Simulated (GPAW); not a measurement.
# Ti K-edge XANES of TiSi2 (Cmcm), part 2 of 2

Aim: the dependence of the Ti K near-edge features of TiSi2 (Cmcm) on volume.

GPAW 26.7.0; X-ray absorption from dipole matrix elements to empty bands, plane-wave PAW LDA.

So far. Step 8 (Spectrum with XCH, Ti atom 1): The scaled spectrum changes by 5 % r.m.s. The highest intensity below 24 eV goes from 22.0 eV (1.76) to 22.6 eV (1.78). Step 10 (Spectrum with XCH, Ti atom 1): Against the first run the r.m.s. difference is 5 %. The highest intensity below 24 eV goes from 22.0 eV (1.76) to 21.4 eV (1.73).

## (12) Spectrum with XCH, Ti atom 1

Changed against the first core-hole run: volume scale from 1 to 1.06.

xas.py

```python
import numpy as np
from ase import Atoms
from ase.parallel import parprint, paropen
from gpaw import GPAW, PW, FermiDirac, Mixer, MixerDif, setup_paths
from gpaw.test import gen
setup_paths.insert(0, '.')
gen('Ti', name='fch1s', xcname='LDA', corehole=(1, 0, 1), write_xml=True)
from gpaw.mpi import world
world.barrier()

atoms = Atoms('Ti4Si8',
    cell=[[3.59944743, 0, 3.63509709],
     [-3.59944743, 0, 3.63509709],
     [1.79972372, -6.89185012, 0]],
    scaled_positions=[[0.57344096, 0.67655904, 0.20623616],
     [0.07344096, 0.17655904, 0.20623616],
     [0.42655904, 0.32344096, 0.79376384],
     [0.92655904, 0.82344096, 0.79376384],
     [0.24984259, 0.00015741, 0.50062964],
     [0.74984259, 0.50015741, 0.50062964],
     [0.75015741, 0.99984259, 0.49937036],
     [0.25015741, 0.49984259, 0.49937036],
     [0.40412572, 0.84587428, 0.8834971],
     [0.90412572, 0.34587428, 0.8834971],
     [0.59587428, 0.15412572, 0.1165029],
     [0.09587427, 0.65412572, 0.1165029]],
    pbc=True)
atoms.calc = calc = GPAW(legacy_gpaw=True, mode=PW(430, force_complex_dtype=True), xc='LDA', setups={0: 'fch1s'},
    kpts={'size': (5, 5, 4), 'gamma': True}, occupations=FermiDirac(0.1),
    charge=-1, mixer=Mixer(0.1, 5, 50), maxiter=150,
    convergence={'density': 0.0001, 'eigenstates': 1e-6}, txt='scf.txt')
energy = atoms.get_potential_energy() + calc.get_reference_energy()
ef = calc.get_fermi_level()
out = dict(energy=energy, fermi=ef, forces=atoms.get_forces().tolist())
parprint(f'all-electron energy {energy:.4f} eV, Fermi level {ef:.4f} eV')
ev = np.array([[calc.get_eigenvalues(k, s) for k in range(len(calc.get_ibz_k_points()))] for s in range(calc.get_number_of_spins())])
out['homo'], out['lumo'], out['counts'] = ev[ev < ef].max(), ev[ev > ef].min(), sorted(set((ev < ef).sum((0, 2)).tolist()))
out['filled'] = (ev[:, 0] < ef).sum(1).tolist()

from ase.units import Ha
from gpaw.xas import dipole_matrix_elements
nb = int(calc.get_number_of_electrons() / 2) + 130
top, nb = nb, nb + 8 + nb // 12
nscf = calc.fixed_density(kpts={'size': (7, 7, 5), 'gamma': True}, nbands=nb,
    convergence={'bands': top, 'eigenstates': 5e-3}, maxiter=60, txt='nscf.txt')
cell = atoms.cell.array
ops = [cell.T @ U.T @ np.linalg.inv(cell.T) for U in nscf.wfs.kd.symmetry.op_scc]
E = np.arange(-6, 34, 0.1)
fwhm = np.interp(E, [4, 25], [0.94, 3.5])
Y, X, zero, highest = 0, 0, 1e9, 1e9
for spin in range(nscf.get_number_of_spins()):
    wfs = nscf.wfs
    mine = wfs.bd.get_slice()  # this rank's bands
    A = dipole_matrix_elements(wfs.setups[0])
    eps = np.zeros((wfs.kd.nibzkpts, nb))
    d = np.zeros((3, A.shape[1], wfs.kd.nibzkpts, nb), complex)
    for kpt in wfs.kpt_u:
        if kpt.s == spin and 0 in kpt.P_ani:
            eps[kpt.k, mine] = kpt.eps_n * Ha
            d[:, :, kpt.k, mine] = (kpt.weight * wfs.nspins / 2) ** 0.5 * np.inner(A, kpt.P_ani[0])
    world.sum(eps)
    world.sum(d)
    T = np.einsum('amkn,bmkn->abkn', d, d.conj()).real
    T = sum(np.einsum('ai,ijkn,bj->abkn', R, T, R) for R in ops) / len(ops)
    empty = eps > ef
    zero, highest = min(zero, eps[empty].min()), min(highest, eps[:, top - 1].min())
    lines = [(eps, T, empty)] if spin == 0 else lines + [(eps, T, empty)]
for eps, T, empty in lines:
    f = np.einsum('aakn->akn', T).reshape(3, -1)
    x = eps.ravel() - zero
    w = np.interp(x, E, fwhm) / 2.35482
    g = np.exp(-0.5 * ((E[:, None] - x) / w) ** 2) / (w * (2 * np.pi) ** 0.5)
    Y = Y + (f * empty.ravel()) @ g.T
    X = X + (f * ~empty.ravel()) @ g.T
out.update(E=E.round(2).tolist(), xas=Y.tolist(), xes=X.tolist(), zero=zero, valid=highest - zero, nk=len(eps), nb=nb)
for i in range(0, len(E), 10):
    parprint(f'{E[i]:7.2f}', *(f'{v:10.3e}' for v in Y[:, i]))
import json
with paropen('out.json', 'w') as f:
    json.dump(out, f)
```

On the command line:

```
$ OMP_NUM_THREADS=1 mpirun -n 4 gpaw python xas.py
```

It took 3.2 min on 4 MPI ranks of AMD EPYC 9R14 (Zen 4), shared host; peak memory 0.91 GiB.

| E (eV) | first run | this run |
| --- | --- | --- |
| -2.0 | 0.00 | 0.00 |
| -1.0 | 0.00 | 0.00 |
| 0.0 | 0.11 | 0.11 |
| 1.0 | 0.46 | 0.44 |
| 2.0 | 0.54 | 0.53 |
| 3.0 | 0.76 | 0.72 |
| 4.0 | 1.03 | 0.96 |
| 5.0 | 1.02 | 0.93 |
| 6.0 | 1.04 | 1.00 |
| 7.0 | 1.09 | 1.09 |
| 8.0 | 1.15 | 1.19 |
| 9.0 | 1.24 | 1.22 |
| 10.0 | 1.12 | 1.00 |
| 11.0 | 0.87 | 0.79 |
| 12.0 | 0.77 | 0.78 |
| 13.0 | 0.87 | 0.95 |
| 14.0 | 1.08 | 1.17 |
| 15.0 | 1.23 | 1.23 |
| 16.0 | 1.23 | 1.19 |
| 17.0 | 1.18 | 1.17 |
| 18.0 | 1.18 | 1.26 |
| 19.0 | 1.31 | 1.46 |
| 20.0 | 1.53 | 1.64 |
| 21.0 | 1.71 | 1.70 |
| 22.0 | 1.76 | 1.65 |
| 23.0 | 1.73 | 1.56 |
| 24.0 | 1.65 | 1.47 |
| 25.0 | 1.56 | 1.37 |
| 26.0 | 1.48 | 1.27 |
| 27.0 | 1.39 | 1.15 |
| 28.0 | 1.27 | 1.03 |
| 29.0 | 1.13 | 0.91 |
| 30.0 | 0.99 | 0.81 |

The scaled spectrum changes by 10 % r.m.s. The highest intensity below 24 eV goes from 22.0 eV (1.76) to 20.9 eV (1.70).

The photon energy of the zero moves by +0.15 eV.

## (13) The volumes side by side

```csv
volume,nearest distance (Å),shift of the zero (eV),maximum 1 (eV above own zero),maximum 2 (eV above own zero),maximum 3 (eV above own zero),maximum 4 (eV above own zero)
0.94,2.528,-0.18,4.5,9.5,16.1,23.2
0.97,2.555,-0.09,4.4,9.3,15.8,22.6
1,2.581,+0.00,4.3,9.0,15.5,22.0
1.03,2.606,+0.08,4.2,8.8,15.2,21.4
1.06,2.632,+0.15,4.1,8.6,14.9,20.9
```

The curves, each shifted by its zero's change so that they share one photon-energy axis, counted from the zero at V × 1:

| E (eV) | V × 0.94 | V × 0.97 | V × 1 | V × 1.03 | V × 1.06 |
| --- | --- | --- | --- | --- | --- |
| -2.0 | 0.00 | 0.00 | 0.00 | 0.00 | 0.00 |
| -1.0 | 0.00 | 0.00 | 0.00 | 0.00 | 0.00 |
| 0.0 | 0.16 | 0.13 | 0.11 | 0.09 | 0.07 |
| 1.0 | 0.53 | 0.49 | 0.46 | 0.43 | 0.40 |
| 2.0 | 0.59 | 0.56 | 0.54 | 0.52 | 0.50 |
| 3.0 | 0.83 | 0.79 | 0.76 | 0.72 | 0.69 |
| 4.0 | 1.12 | 1.08 | 1.03 | 0.99 | 0.95 |
| 5.0 | 1.12 | 1.07 | 1.02 | 0.97 | 0.93 |
| 6.0 | 1.10 | 1.07 | 1.04 | 1.01 | 0.98 |
| 7.0 | 1.11 | 1.10 | 1.09 | 1.08 | 1.08 |
| 8.0 | 1.14 | 1.14 | 1.15 | 1.16 | 1.17 |
| 9.0 | 1.21 | 1.23 | 1.24 | 1.24 | 1.24 |
| 10.0 | 1.16 | 1.15 | 1.12 | 1.08 | 1.05 |
| 11.0 | 0.95 | 0.91 | 0.87 | 0.84 | 0.81 |
| 12.0 | 0.79 | 0.78 | 0.77 | 0.77 | 0.77 |
| 13.0 | 0.83 | 0.84 | 0.87 | 0.89 | 0.92 |
| 14.0 | 1.00 | 1.04 | 1.08 | 1.11 | 1.14 |
| 15.0 | 1.18 | 1.21 | 1.23 | 1.23 | 1.23 |
| 16.0 | 1.24 | 1.24 | 1.23 | 1.21 | 1.20 |
| 17.0 | 1.20 | 1.19 | 1.18 | 1.17 | 1.17 |
| 18.0 | 1.15 | 1.16 | 1.18 | 1.21 | 1.24 |
| 19.0 | 1.19 | 1.25 | 1.31 | 1.37 | 1.43 |
| 20.0 | 1.37 | 1.46 | 1.53 | 1.59 | 1.62 |
| 21.0 | 1.60 | 1.67 | 1.71 | 1.72 | 1.70 |
| 22.0 | 1.75 | 1.77 | 1.76 | 1.72 | 1.66 |
| 23.0 | 1.79 | 1.77 | 1.73 | 1.66 | 1.58 |
| 24.0 | 1.77 | 1.72 | 1.65 | 1.57 | 1.48 |
| 25.0 | 1.72 | 1.64 | 1.56 | 1.47 | 1.38 |
| 26.0 | 1.66 | 1.57 | 1.48 | 1.38 | 1.28 |
| 27.0 | 1.59 | 1.49 | 1.39 | 1.28 | 1.17 |
| 28.0 | 1.50 | 1.38 | 1.27 | 1.15 | 1.05 |
| 29.0 | 1.37 | 1.25 | 1.13 | 1.02 | 0.92 |
| 30.0 | 1.22 | 1.10 | 0.99 | 0.89 | 0.82 |

## (14) Summary of results

| Property | Result |
| --- | --- |
| absorber and edge | Ti K, atom 1 of the ground-state input (counted from 1) |
| surroundings | 4 Si at 2.58 Å, 4 Si at 2.66 Å and 2 Si at 2.81 Å (10-fold, site symmetry m2m) |
| highest intensity below 24 eV | 22.0 eV above the zero, height 1.76 |
| photon energy of the zero, with the added terms | 4947.2 eV (raw 4969.9 eV; LDA puts this hole about 13 eV below PBE, itself good to a few eV) |

In words: From V × 0.94 to V × 1.06 the nearest distance grows by 0.103 Å and the zero moves by +0.33 eV. Above their own zero, the maxima move from 4.5 to 4.1 eV, from 9.5 to 8.6 eV, from 16.1 to 14.9 eV and from 23.2 to 20.9 eV. The one highest in energy moves most, in the direction that the rule ΔE·R² ≈ constant for scattering resonances gives. The Ti K edge of atom 1, with 4 Si at 2.58 Å, 4 Si at 2.66 Å and 2 Si at 2.81 Å (10-fold, site symmetry m2m), has its highest intensity of the first 24 eV at 22.0 eV above the zero, near 4969 eV in photon energy (LDA puts this hole about 13 eV below PBE, itself good to a few eV), 1.8 times the mean level of the first 20 eV (Gaussian full width 0.94 eV up to 4 eV, rising linearly to 3.5 eV at 25 eV). At the Ti K edge of atom 1 polarisation matters most near 8.4 eV, where the curves differ by 0.6 on this scale. Quadrupole 1s→3d transitions, which feed the pre-edge, are not in the dipole spectrum. The holes are only 5.0 Å apart, so the shape is probably not converged with cell size; no larger cell was run here. Lifetime broadening is put in by hand, and intensities beyond about 20 eV depend on it and on the partial waves. The structure is a computed Materials Project entry and may be a hypothetical form.

[Logs are printed without paths, hosts, clocks, repeated set-up lines and the standing remarks that a program may print on its own settings, such as how far it seeks lower states.]

[Hosts, paths, dates, database ids (printed as entryN), source tags and the programs' standing remarks are cut or masked in the printed files.]

[Lists of maxima count a maximum above −3 eV only where it reaches 4 % of the highest in the window and stands out from its surroundings by 2 % of it (1.5 % where it reaches 55 %); shoulders and weaker maxima are passed over, and of the rest the first, up to two pre-edge ones and the few strongest are named.]
